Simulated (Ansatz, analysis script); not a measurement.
# Calculated records

```
Fixed-spin-moment curve of Mo2N
1.0
     1.44078    0.83184    5.00210
    -1.44078    0.83184    5.00210
     0.00000   -1.66367    5.00210
Mo N
2 1
Direct
  0.24289 0.24289 0.24289
  0.75711 0.75711 0.75711
  0.00000 0.00000 0.00000
# method: PBEsol with U = 2 eV on Mo d (ortho-atomic projectors), PAW set soft_1 (files made for PBE); collinear runs at fixed total moment and in a field on the spins (and 4 further levels or steps)
# program: Ansatz 0.2.0 and analysis script 1
# settings of one run: cutoff 420 eV, 16×16×16 k-mesh, Fermi-Dirac occupations, smearing width 0.05 eV
# notes: The program’s warnings: filled band counts differ across k points and minimisation memory short.
# state of the free run: non-magnetic
# net moment of the free run: 0 μB
# energy of the free run from the state without spin: 0 meV a cell
# lowest of the fixed moments tried: M = 0 μB, 0 meV
# dM/dB between 0 and 300 T: 0.189 μB a cell per 1000 T
```

[Logs and program files are shortened in this print: banners, set-up blocks, solver, clock and traceback lines can be left out without a mark of their own.]

[Logs are printed without paths, hosts, clocks, repeated set-up lines and the standing remarks that a program may print on its own settings, such as how far it seeks lower states.]

[Hosts, paths, dates, database ids (printed as entryN), source tags and the programs' standing remarks are cut or masked in the printed files.]
